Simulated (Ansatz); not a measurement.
# ThTi2O6 (C2/m) (72 atoms) under strain

Aim: relax ThTi2O6 (C2/m) (72 atoms), then change its volume and shape to read moduli from the stress.

Method: Kohn-Sham DFT, LDA, PAW (set soft_2), plane waves, in Ansatz 0.2.0.

### 1. Set-up

The cell holds 72 atoms: 8 Th, 16 Ti and 48 O. Its edges and angles: a = 9.822 Å, b = 7.648 Å, c = 14.072 Å, α = 90.0°, β = 118.8°, γ = 90.0°. It derives from ThTi2O6 (C2/m), repeated 1×2×2. ThTi2O6, space group C2/m, structure from the Crystallography Open Database, 1 x 2 x 2 conventional cells; every coordinate displaced by a Gaussian of 0.01 Å.

What the set-up can't give: The Brillouin zone is sampled at Γ only, in a cell whose shortest periodic width is 8 Å. Spin–orbit coupling is left out, which matters for the levels of the heavy elements.

### 2. Single point at the start

The forces at the start show how far the geometry lies from a minimum of this functional.

input.yaml

```yaml
crystal:
  lattice:
    - [9.822, 0.0, 0.0]
    - [0.0, 7.648, 0.0]
    - [-6.78784, 0.0, 12.32665]
  atoms:
    - { symbol: Th, position: [0.00075, 0.0024, 0.00114] }
    - { symbol: Th, position: [0.5009, 0.24897, 0.00014] }
    - { symbol: Ti, position: [0.82186, 0.00023, 0.19713] }
    - { symbol: Ti, position: [0.17916, 0.00089, 0.30269] }
    - { symbol: Ti, position: [0.32155, 0.25007, 0.19674] }
    - { symbol: Ti, position: [0.67977, 0.25067, 0.30341] }
    - { symbol: O, position: [0.79654, 0.24874, 0.20566] }
    - { symbol: O, position: [0.20117, 0.24998, 0.29446] }
    - { symbol: O, position: [0.29731, 0.00129, 0.20648] }
    - { symbol: O, position: [0.70137, 0.00022, 0.29442] }
    - { symbol: O, position: [0.97457, 0.99845, 0.15734] }
    - { symbol: O, position: [0.02558, 0.99905, 0.34436] }
    - { symbol: O, position: [0.475, 0.25076, 0.15758] }
    - { symbol: O, position: [0.52568, 0.25019, 0.3431] }
    - { symbol: O, position: [0.6604, 0.99944, 0.05901] }
    - { symbol: O, position: [0.33948, 0.00038, 0.44146] }
    - { symbol: O, position: [0.16028, 0.24971, 0.05954] }
    - { symbol: O, position: [0.83893, 0.24905, 0.44157] }
    - { symbol: Th, position: [1.0e-05, 0.00038, 0.50022] }
    - { symbol: Th, position: [0.50252, 0.2508, 0.49983] }
    - { symbol: Ti, position: [0.82152, 0.99935, 0.69676] }
    - { symbol: Ti, position: [0.17841, 0.00052, 0.80134] }
    - { symbol: Ti, position: [0.32132, 0.24865, 0.69658] }
    - { symbol: Ti, position: [0.67596, 0.24923, 0.80204] }
    - { symbol: O, position: [0.79781, 0.24657, 0.70602] }
    - { symbol: O, position: [0.2013, 0.24925, 0.7941] }
    - { symbol: O, position: [0.29735, 9.0e-05, 0.70511] }
    - { symbol: O, position: [0.70036, 0.99912, 0.79374] }
    - { symbol: O, position: [0.976, 0.00254, 0.65729] }
    - { symbol: O, position: [0.02646, 0.00111, 0.84264] }
    - { symbol: O, position: [0.47308, 0.25155, 0.65685] }
    - { symbol: O, position: [0.52615, 0.24841, 0.84386] }
    - { symbol: O, position: [0.6601, 0.99808, 0.55842] }
    - { symbol: O, position: [0.33945, 0.00066, 0.94102] }
    - { symbol: O, position: [0.15943, 0.24963, 0.55855] }
    - { symbol: O, position: [0.84134, 0.24866, 0.94117] }
    - { symbol: Th, position: [0.00201, 0.50109, 0.00025] }
    - { symbol: Th, position: [0.49916, 0.75221, 0.99952] }
    - { symbol: Ti, position: [0.82072, 0.49921, 0.19744] }
    - { symbol: Ti, position: [0.17731, 0.49922, 0.30302] }
    - { symbol: Ti, position: [0.32177, 0.75028, 0.19737] }
    - { symbol: Ti, position: [0.6792, 0.75101, 0.30345] }
    - { symbol: O, position: [0.79747, 0.74944, 0.20571] }
    - { symbol: O, position: [0.20316, 0.74967, 0.29483] }
    - { symbol: O, position: [0.29675, 0.499, 0.20596] }
    - { symbol: O, position: [0.70168, 0.5018, 0.29426] }
    - { symbol: O, position: [0.97168, 0.49878, 0.15657] }
    - { symbol: O, position: [0.02488, 0.50132, 0.34271] }
    - { symbol: O, position: [0.47394, 0.74901, 0.15687] }
    - { symbol: O, position: [0.52691, 0.74858, 0.34394] }
    - { symbol: O, position: [0.65984, 0.49883, 0.05823] }
    - { symbol: O, position: [0.33923, 0.50021, 0.4399] }
    - { symbol: O, position: [0.15971, 0.74855, 0.05776] }
    - { symbol: O, position: [0.83948, 0.75365, 0.4416] }
    - { symbol: Th, position: [0.99958, 0.50147, 0.49906] }
    - { symbol: Th, position: [0.50071, 0.74891, 0.49987] }
    - { symbol: Ti, position: [0.82108, 0.49667, 0.69774] }
    - { symbol: Ti, position: [0.17698, 0.49831, 0.80273] }
    - { symbol: Ti, position: [0.32137, 0.75167, 0.69762] }
    - { symbol: Ti, position: [0.67821, 0.75021, 0.80226] }
    - { symbol: O, position: [0.79866, 0.74904, 0.7054] }
    - { symbol: O, position: [0.20109, 0.74799, 0.79415] }
    - { symbol: O, position: [0.29844, 0.50045, 0.7064] }
    - { symbol: O, position: [0.69897, 0.49966, 0.79301] }
    - { symbol: O, position: [0.97657, 0.50084, 0.65916] }
    - { symbol: O, position: [0.02765, 0.50158, 0.8438] }
    - { symbol: O, position: [0.47389, 0.75111, 0.65784] }
    - { symbol: O, position: [0.52599, 0.75227, 0.84293] }
    - { symbol: O, position: [0.66089, 0.4982, 0.5586] }
    - { symbol: O, position: [0.33839, 0.5009, 0.94165] }
    - { symbol: O, position: [0.1604, 0.75013, 0.5585] }
    - { symbol: O, position: [0.83875, 0.75167, 0.94062] }
kpoints:
  mp_grid: { grid: [1, 1, 1] }
hamiltonian:
  xc: lda
scf:
  occupations: { method: fixed }
output:
  forces: true
```

Run with:

```bash
> ansatz run input.yaml --threads 4 --pin off --max-ram 8192MiB --backend cpu --events-out ev --progress --plain --runs-dir out
```

Numbers of over 12 decimals in the logs are rounded to 6 here.

Log:

```text
[...]
Pseudopotentials: kind: paw
Pseudopotential: Th, paw, valence charge 12, recommended cutoff 420 eV (normal), Th.paw.azcp
Pseudopotential: Ti, paw, valence charge 12, recommended cutoff 420 eV (normal), Ti.paw.azcp
Pseudopotential: O, paw, valence charge 6, recommended cutoff 420 eV (normal), O.paw.azcp
[... 3 lines on functional and potentials left out ...]
Crystal: 72 atoms, lattice volume = 925.961 Å³
Basis set: ecut = 420 eV, 18119 PW (Γ)
Bands: 360, of which v1, the nominal top of the filled ones, is band 288 counted from 1 (287 counted from 0)
Symmetry: 1 space group operations
Space group: P1 (ITA 1), of the structure as read, at distance tolerance 9.7e-5 Å
k-points: 1
[... 10 lines on functional and potentials left out ...]
Initial density: superposition of atomic densities (neutral atoms: chi_scale 0, normalization atom), corrected by the library's trained network
Initial wavefunctions: pseudopotential atomic-orbital guess
[...]
SCF iter   1: F=—  HF=-168958.436372 eV  |F-HF|=—  |Δ(HF+E_count)|=         —  Δρ=1.92e-2  dr2=3.16e0  ethr=1.77e-3  ⟨swp⟩=3.0  Hψ=1143  notcnv=0  defer=65
preconditioner: auto → Resta (q_TF=auto, 2.521 Å⁻¹)  ε∞=6.5  [insulator: Δε(μ)=2.969 eV  Ē_g=10.859 eV  n_scr=236 (ndim 8)  ℏωp=25.4 eV  f_vac=0.076  ε∞_Penn≈6.5]
[...]
SCF iter  10: F=—  HF=-168957.739850 eV  |F-HF|=—  |Δ(HF+E_count)|=   2.02e-7  Δρ=5.51e-6  dr2=2.54e-7  ethr=1.74e-11  ⟨swp⟩=4.0  Hψ=1143  notcnv=0
SCF iter  11: F=-168957.739850 eV  HF=-168957.739850 eV  |F-HF|=6.78e-8  |Δ(HF+E_count)|=   1.66e-8  Δρ=2.89e-6  dr2=8.05e-8  ethr=1.74e-11  ⟨swp⟩=4.0  Hψ=1142  notcnv=0
SCF 1 converged in 11 iterations: F = -168957.739850 eV  dr2 = 8.05e-8
[...]
SCF converged after 11 iterations
Free energy (F): -168957.739850 eV
Harris-Foulkes:  -168957.739850 eV  (|F-HF|=6.78e-8)
Internal energy: -168957.739850 eV  (E = F + TS)
E sigma→0 (E₀):  -168957.739850 eV
Fermi energy:    8.111820 eV
--- Per-component energies (eV) ---
[...]
Σ components = -168957.739850   (vs F -168957.739850, Δ=0.00e0)
--- Forces (eV/Å), atoms counted from 1 ---
  atom   1  Th     0.02879265    -0.31622020    -0.31154341
  atom   2  Th    -0.18456823     0.34596739     0.01930307
  atom   3  Ti     1.40096214    -0.20265810     0.63911712
  atom   4  Ti    -1.71113048    -0.13093156    -0.12357192
[...]
atom  72  O      1.02558139    -0.11655646     0.85656927
  max |Σ_I F_I| component: 2.91e-5 eV/Å
```

The job ended after 12 s (4 threads of Arm Neoverse V1, shared host; peak memory 1.2 GiB).

The r.m.s. force at the start is 0.82 eV/Å.

### 3. Single point at the relaxed geometry

One more single point at the end of the walk gives the fuller output and checks the residual forces.

input.yaml

```yaml
crystal:
  lattice:
    - [9.83219, -3.0e-05, -0.08833]
    - [-2.0e-05, 7.50235, 0.0]
    - [-6.90573, 2.0e-05, 12.1308]
  atoms:
    - { symbol: Th, position: [0.99984, 0.99997, 2.0e-05] }
    - { symbol: Th, position: [0.49987, 0.24998, 3.0e-05] }
    - { symbol: Ti, position: [0.82442, 0.99996, 0.19647] }
    - { symbol: Ti, position: [0.17535, 0.99999, 0.30361] }
    - { symbol: Ti, position: [0.32442, 0.24997, 0.19647] }
    - { symbol: Ti, position: [0.67534, 0.24997, 0.3036] }
    [... 60 atom lines left out ...]
    - { symbol: O, position: [0.47655, 0.74997, 0.65606] }
    - { symbol: O, position: [0.52321, 0.74997, 0.84401] }
    - { symbol: O, position: [0.65658, 0.49998, 0.55211] }
    - { symbol: O, position: [0.34318, 0.49998, 0.94796] }
    - { symbol: O, position: [0.15656, 0.74999, 0.55212] }
    - { symbol: O, position: [0.8432, 0.74993, 0.94795] }
kpoints:
  mp_grid: { grid: [1, 1, 1] }
hamiltonian:
  xc: lda
scf:
  occupations: { method: fixed }
output:
  forces: true
  stress: true
  populations: intrinsic
  dos:
    method: { smearing: { sigma: 0.15 } }
    de: 0.1
    projected: { site_lists: { O: [O], Th: [Th], Ti: [Ti] } }
  eigenvalues: true
  write_density: true
  write_potential: true
  volumetric_format: npy
```

Log:

```text
Th: projections on atomic orbitals take those of the free atom [Xe 4f14 5d10] 5f0 6s2 6p6 6d2 7s2, of charge +0.00 (hamiltonian.pseudopotentials.projection_atoms); the dataset's partial waves leave at most 9.8e-5 of an orbital's norm unspanned inside its sphere
[...]
Crystal: 72 atoms, lattice volume = 890.246 Å³
Basis set: ecut = 420 eV, 17405 PW (Γ)
Bands: 360, of which v1, the nominal top of the filled ones, is band 288 counted from 1 (287 counted from 0)
Symmetry: 1 space group operations
[...]
k-points: 1
[...]
SCF iter   1: F=—  HF=-168963.299504 eV  |F-HF|=—  |Δ(HF+E_count)|=         —  Δρ=2.08e-2  dr2=3.69e0  ethr=1.77e-3  ⟨swp⟩=3.0  Hψ=1171  notcnv=0  defer=67
[...]
SCF iter  10: F=-168962.520308 eV  HF=-168962.520308 eV  |F-HF|=1.99e-8  |Δ(HF+E_count)|=   1.79e-7  Δρ=2.28e-6  dr2=4.54e-8  ethr=1.74e-11  ⟨swp⟩=19.0  Hψ=3191  notcnv=0
SCF 1 converged in 10 iterations: F = -168962.520308 eV  dr2 = 4.54e-8
[...]
SCF converged after 10 iterations
Free energy (F): -168962.520308 eV
[...]
Internal energy: -168962.520308 eV  (E = F + TS)
E sigma→0 (E₀):  -168962.520308 eV
Fermi energy:    8.591184 eV
[...]
--- Forces (eV/Å), atoms counted from 1 ---
  atom   1  Th     0.00070669    -0.00060077     0.00064772
  atom   2  Th    -0.00001661    -0.00010983     0.00071891
  atom   3  Ti    -0.00051112    -0.00006722     0.00033139
  atom   4  Ti     0.00086618    -0.00072327    -0.00159636
  atom   5  Ti    -0.00122578    -0.00055293    -0.00080827
  atom   6  Ti     0.00260198     0.00073414     0.00052450
  atom   7  O      0.00249662    -0.00007597    -0.00075744
  atom   8  O     -0.00057943     0.00018815    -0.00020648
  atom   9  O      0.00133550     0.00054169    -0.00006582
  atom  10  O     -0.00046408    -0.00001474    -0.00010012
  atom  11  O     -0.00280870     0.00026427    -0.00079480
  atom  12  O      0.00072374    -0.00014693     0.00044513
  atom  13  O     -0.00237899     0.00028181    -0.00172157
  atom  14  O     -0.00023288     0.00002788     0.00101641
[...]
atom  71  O      0.00048807     0.00056814    -0.00085843
  atom  72  O     -0.00089058     0.00077658     0.00061946
  max |Σ_I F_I| component: 1.20e-5 eV/Å
--- Stress (GPa, compression-positive) ---
       -0.011866       0.000016      -0.001867
        0.000016      -0.029630       0.000033
       -0.001867       0.000033       0.001846
  P = ⅓ Tr σ = -0.0132 GPa (-0.132 kbar)
--- Band table (eV) ---
[...]
--- intrinsic populations: 72 sites ---
  site symbol       q [e]
     0     Th     10.9487
     1     Th     10.9486
     2     Ti     10.7374
[...]
71      O      6.5327
  spilling = 0.000000 (of n_electrons = 576.000000)
```

It took 19 s on 4 threads; peak memory 1.2 GiB; 70 s of CPU time.

Read from the output:

```yaml
free_energy: -168962.5203 eV
free_energy_per_atom: -2346.7017 eV/atom
scf_cycles: 10
pressure: -0.01322 GPa
r_m_s_force_component: 0.00102 eV/Å
longest_force: 0.00378 eV/Å
fermi_energy: 8.591 eV
spacing_of_highest_filled_and_lowest_empty_level: 3.111 eV
```

### 4. Volume +3 %

The relaxed cell is scaled evenly and the atoms are relaxed again; the stress at the end gives one point of P(V).

input.yaml, the sections that differ from step 3:

```yaml
crystal:
  lattice:
    - [9.92954, -3.0e-05, -0.0892]
    - [-2.0e-05, 7.57664, 0.0]
    - [-6.97411, 2.0e-05, 12.25091]
  atoms:
    [... the 72 atom lines of step 3 ...]
output:
  forces: true
  eigenvalues: true
  stress: true
relax:
  f_tol: 0.05
  max_steps: 70
# kpoints, hamiltonian, scf: as in step 3
```

Log:

```text
Warning: output.stress: scf.convergence.dr2_threshold = 1e-7 eV (the SCF's general default) is looser than the 7.2e-9 eV advised for a printed stress (1e-10 eV for each atom of the cell: 72). What an SCF threshold leaves in a stress goes as its square root, and in the free energy as the threshold itself, and one threshold admits the most on a small cell: [...]
[...]
Crystal: 72 atoms, lattice volume = 916.954 Å³
Basis set: ecut = 420 eV, 17955 PW (Γ)
Bands: 360, of which v1, the nominal top of the filled ones, is band 288 counted from 1 (287 counted from 0)
Symmetry: 1 space group operations
[...]
k-points: 1
[...]
SCF iter   1: F=—  HF=-168962.810735 eV  |F-HF|=—  |Δ(HF+E_count)|=         —  Δρ=2.08e-2  dr2=3.90e0  ethr=1.77e-3  ⟨swp⟩=3.0  Hψ=1171  notcnv=0  defer=67
[...]
SCF iter   7: F=-168962.011023 eV  HF=-168962.011024 eV  |F-HF|=6.66e-8  |Δ(HF+E_count)|=   3.59e-6  Δρ=2.80e-5  dr2=1.19e-5  ethr=1.09e-8  ⟨swp⟩=16.0  Hψ=1898  notcnv=0
SCF 1 converged in 7 iterations: F = -168962.011023 eV  dr2 = 1.19e-5
[...]
relax step   1: F+E_penalty+E_count = -168962.01102345 eV  Δ(F+E_penalty+E_count) = +0.000e0 eV  max|allowed force component| = 2.496e-1 eV/Å  Δτ_max = 0.0000 Å  (7 SCF iters, dr2 threshold 6.25e-5 eV, accepted)
[...]
relax step   2: F+E_penalty+E_count = -168962.11541701 eV  Δ(F+E_penalty+E_count) = -1.044e-1 eV  max|allowed force component| = 1.055e-1 eV/Å  Δτ_max = 0.0489 Å  (7 SCF iters, dr2 threshold 3.89e-6 eV, accepted)
[...]
relax step   3: F+E_penalty+E_count = -168962.12709517 eV  Δ(F+E_penalty+E_count) = -1.168e-2 eV  max|allowed force component| = 5.021e-2 eV/Å  Δτ_max = 0.0106 Å  (8 SCF iters, accepted)
[...]
relax step   4: F+E_penalty+E_count = -168962.12855321 eV  Δ(F+E_penalty+E_count) = -1.458e-3 eV  max|allowed force component| = 1.785e-2 eV/Å  Δτ_max = 0.0040 Å  (7 SCF iters, accepted)
SCF converged after 7 iterations
Free energy (F): -168962.128553 eV
[...]
Internal energy: -168962.128553 eV  (E = F + TS)
E sigma→0 (E₀):  -168962.128553 eV
Fermi energy:    8.144920 eV
[...]
--- Forces (eV/Å), atoms counted from 1 ---
  atom   1  Th    -0.00015571     0.00033648     0.00008419
  atom   2  Th     0.00014309     0.00083527     0.00011936
  atom   3  Ti     0.00211742     0.00015745     0.01784873
  atom   4  Ti    -0.00196002    -0.00012381    -0.01737329
  atom   5  Ti     0.00212504    -0.00002002     0.01748176
  atom   6  Ti    -0.00222143     0.00007752    -0.01741285
  atom   7  O      0.00125597    -0.00008648    -0.01291399
  atom   8  O     -0.00130735     0.00013782     0.01288339
  atom   9  O      0.00120308     0.00001625    -0.01299688
  atom  10  O     -0.00129433    -0.00000058     0.01280899
  atom  11  O      0.00019207     0.00000275    -0.01687402
  atom  12  O     -0.00022706    -0.00000955     0.01660715
  atom  13  O      0.00023672    -0.00010162    -0.01678788
  atom  14  O     -0.00016960    -0.00003018     0.01677365
[...]
atom  71  O     -0.00473648    -0.00008227    -0.00742781
  atom  72  O      0.00491937     0.00007731     0.00766007
  max |Σ_I F_I| component: 2.69e-6 eV/Å
--- Stress (GPa, compression-positive) ---
       -4.645155       0.000226       0.010067
        0.000226      -5.048438       0.000114
        0.010067       0.000114      -4.437824
  P = ⅓ Tr σ = -4.7105 GPa (-47.105 kbar)
--- Band table (eV) ---
[...]
--- Relaxed structure (4 steps of the walk, 4 accepted, 0 SCFs on fresh bases) ---
  F+E_penalty+E_count = -168962.12855321 eV   max|allowed force component| = 1.785e-2 eV/Å
  atoms:
    - { symbol: Th, position: [0.999874, 0.999967, 3.107161657313687e-5] }
    - { symbol: Th, position: [0.499875, 0.249972, 3.299665355402772e-5] }
    - { symbol: Ti, position: [0.824817, 0.999966, 0.197326] }
    - { symbol: Ti, position: [0.174947, 0.999980, 0.302744] }
[...]
- { symbol: O, position: [0.845106, 0.749960, 0.944847] }
```

It took 52 s on 4 threads; peak memory 1.2 GiB.

The program notes that the SCF threshold is loose for the stress.

The relaxation converged after 4 steps, 0.118 eV below its start, with a largest force component of 0.018 eV/Å.

Volume +3 %: the energy stands 0.392 eV above that of the reference, at a pressure of -4.71 GPa.

### 5. Volume +5 %

The relaxed cell is scaled to another volume.

input.yaml, the sections that differ from step 4:

```yaml
crystal:
  lattice:
    - [9.9934, -3.0e-05, -0.08978]
    - [-2.0e-05, 7.62536, 0.0]
    - [-7.01896, 2.0e-05, 12.3297]
  atoms:
    [... the 72 atom lines of step 3 ...]
# kpoints, hamiltonian, scf, output, relax: as in step 4
```

Log:

```text
[...]
Crystal: 72 atoms, lattice volume = 934.758 Å³
Basis set: ecut = 420 eV, 18231 PW (Γ)
Bands: 360, of which v1, the nominal top of the filled ones, is band 288 counted from 1 (287 counted from 0)
Symmetry: 1 space group operations
[...]
k-points: 1
[...]
SCF iter   1: F=—  HF=-168961.929183 eV  |F-HF|=—  |Δ(HF+E_count)|=         —  Δρ=2.09e-2  dr2=4.03e0  ethr=1.77e-3  ⟨swp⟩=3.0  Hψ=1171  notcnv=0  defer=67
[...]
SCF iter   6: F=—  HF=-168961.116941 eV  |F-HF|=—  |Δ(HF+E_count)|=   4.10e-4  Δρ=1.42e-4  dr2=2.78e-4  ethr=4.26e-7  ⟨swp⟩=2.0  Hψ=501  notcnv=0  defer=68
SCF iter   7: F=-168961.116946 eV  HF=-168961.116947 eV  |F-HF|=8.18e-7  |Δ(HF+E_count)|=   5.66e-6  Δρ=2.99e-5  dr2=1.33e-5  ethr=1.09e-8  ⟨swp⟩=18.0  Hψ=1914  notcnv=0
SCF 1 converged in 7 iterations: F = -168961.116946 eV  dr2 = 1.33e-5
[...]
relax step   1: F+E_penalty+E_count = -168961.11694608 eV  Δ(F+E_penalty+E_count) = +0.000e0 eV  max|allowed force component| = 4.006e-1 eV/Å  Δτ_max = 0.0000 Å  (7 SCF iters, dr2 threshold 6.25e-5 eV, accepted)
[...]
relax step   2: F+E_penalty+E_count = -168961.39057903 eV  Δ(F+E_penalty+E_count) = -2.736e-1 eV  max|allowed force component| = 1.702e-1 eV/Å  Δτ_max = 0.0830 Å  (7 SCF iters, dr2 threshold 1.00e-5 eV, accepted)
[...]
relax step   3: F+E_penalty+E_count = -168961.42107543 eV  Δ(F+E_penalty+E_count) = -3.050e-2 eV  max|allowed force component| = 7.898e-2 eV/Å  Δτ_max = 0.0157 Å  (8 SCF iters, accepted)
[...]
relax step   4: F+E_penalty+E_count = -168961.42486935 eV  Δ(F+E_penalty+E_count) = -3.794e-3 eV  max|allowed force component| = 3.533e-2 eV/Å  Δτ_max = 0.0061 Å  (7 SCF iters, accepted)
SCF converged after 7 iterations
Free energy (F): -168961.424869 eV
[...]
Internal energy: -168961.424869 eV  (E = F + TS)
E sigma→0 (E₀):  -168961.424869 eV
Fermi energy:    7.874346 eV
[...]
Σ components = -168961.424869   (vs F -168961.424869, Δ=0.00e0)
--- Forces (eV/Å), atoms counted from 1 ---
  atom   1  Th    -0.00036566     0.00000191     0.00008013
  atom   2  Th     0.00022214    -0.00006615     0.00012549
  atom   3  Ti     0.00998738     0.00015119     0.03532633
  atom   4  Ti    -0.00993443    -0.00007328    -0.03500438
[...]
atom  72  O      0.01030016     0.00012445     0.01596641
  max |Σ_I F_I| component: 3.54e-6 eV/Å
--- Stress (GPa, compression-positive) ---
       -7.450516       0.000195       0.034634
        0.000195      -8.075205       0.000107
        0.034634       0.000107      -7.089658
  P = ⅓ Tr σ = -7.5385 GPa (-75.385 kbar)
--- Band table (eV) ---
[...]
--- Relaxed structure (4 steps of the walk, 4 accepted, 0 SCFs on fresh bases) ---
  F+E_penalty+E_count = -168961.42486935 eV   max|allowed force component| = 3.533e-2 eV/Å
  atoms:
    - { symbol: Th, position: [0.999874, 0.999968, 2.9950294618115436e-5] }
    - { symbol: Th, position: [0.499874, 0.249976, 3.243691493835018e-5] }
    - { symbol: Ti, position: [0.824931, 0.999966, 0.197758] }
    - { symbol: Ti, position: [0.174832, 0.999980, 0.302311] }
[...]
- { symbol: O, position: [0.846315, 0.749958, 0.942947] }
```

The job ended after 53 s (4 threads; peak memory 1.3 GiB; 3.3 min of CPU time).

The relaxation converged after 4 steps, 0.308 eV below its start, with a largest force component of 0.035 eV/Å.

Volume +5 %: the energy stands 1.10 eV above that of the reference, at a pressure of -7.54 GPa.

### 6. Volume -1.5 %

The relaxed cell is scaled to another volume.

Input and log are left out; they have the form of those shown for this kind of step.

Wall time 34 s (4 threads of Arm Neoverse V1, shared host); peak memory 1.2 GiB.

The relaxation converged after 3 steps, 0.0333 eV below its start, with a largest force component of 0.030 eV/Å.

Volume -1.5 %: the energy stands 0.0931 eV above that of the reference, at a pressure of 2.56 GPa.

(Part 1 of 2 ends here.)

[Logs are printed without paths, hosts, clocks, repeated set-up lines and the standing remarks that a program may print on its own settings, such as how far it seeks lower states.]

[Hosts, paths, dates, database ids (printed as entryN), source tags and the programs' standing remarks are cut or masked in the printed files.]
